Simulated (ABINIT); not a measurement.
Planning a run of ABINIT 10.8.3 on H6PbCNCl3 (Pm). The input:

```
acell 3*1.0 Angstrom
rprim 
  5.752832000000 0.000000000000 0.000000000000
  0.000000000000 5.764671000000 0.000000000000
  -0.002604000000 0.000000000000 5.855201000000
ntypat 5
znucl 1 82 6 7 17
natom 12
typat 1 1 1 1 1 1 2 3 4 5 5 5
xred 
  0.879476000000 0.500000000000 0.790423000000
  0.813252000000 0.344072000000 0.047387000000
  0.813252000000 0.655928000000 0.047387000000
  0.229661000000 0.354316000000 0.978538000000
  0.229661000000 0.645684000000 0.978538000000
  0.170957000000 0.500000000000 0.216412000000
  0.473988000000 0.000000000000 0.483874000000
  0.894268000000 0.500000000000 0.976848000000
  0.144932000000 0.500000000000 0.040731000000
  0.427891000000 0.000000000000 0.975558000000
  0.429192000000 0.500000000000 0.520036000000
  0.971826000000 0.000000000000 0.439660000000
pp_dirpath "pseudos"
pseudos "H.upf, Pb.upf, C.upf, N.upf, Cl.upf"
ecut 37
ngkpt 2 2 2
nshiftk 1
shiftk 0 0 0
kptopt 1
chksymbreak 0
istwfk *1
occopt 1
irdwfk 1
optdriver 4
nband 145
gwcalctyp 0
ecutsigx 37
symsigma 1
nkptgw 2
kptgw 
  0.5000000000 0.5000000000 0.5000000000
  0.0000000000 0.0000000000 0.0000000000
bdgw 
  24 27
  24 27
ecuteps 4
irdscr 1
ppmodel 1
fftgw 31
indata_prefix "in"
outdata_prefix "out"
tmpdata_prefix "tmp"
```

```sh
OMP_NUM_THREADS=1 mpirun -n 8 abinit run.abi > log
```

Question: How long will it take on 8 MPI ranks of Arm Neoverse V2, shared host, and how much memory?

It took 19 s; on shared hardware allow 9.3 s to 37 s. Peak host memory was 6.3 GiB.

[Paths, hosts, dates, memory and timing lines, banners, echoed tables and standing remarks are left out of the program output.]

[Logs are printed without paths, hosts, clocks, repeated set-up lines and the standing remarks that a program may print on its own settings, such as how far it seeks lower states.]

[Runs of the session that timed out or met a known fault of the program may be left out.]

[Hosts, paths, dates, database ids (printed as entryN), source tags and the programs' standing remarks are cut or masked in the printed files.]

[G0W0 gaps are taken among the corrected bands and points alone; a level outside them can change the order at an edge.]

[Where Ansatz stands beside ABINIT at settings called matched, ABINIT's density can come from a denser mesh and the files from another edition; pairs whose starting gaps differed by over 0.03 eV were left out, so agreement reads better than it is.]
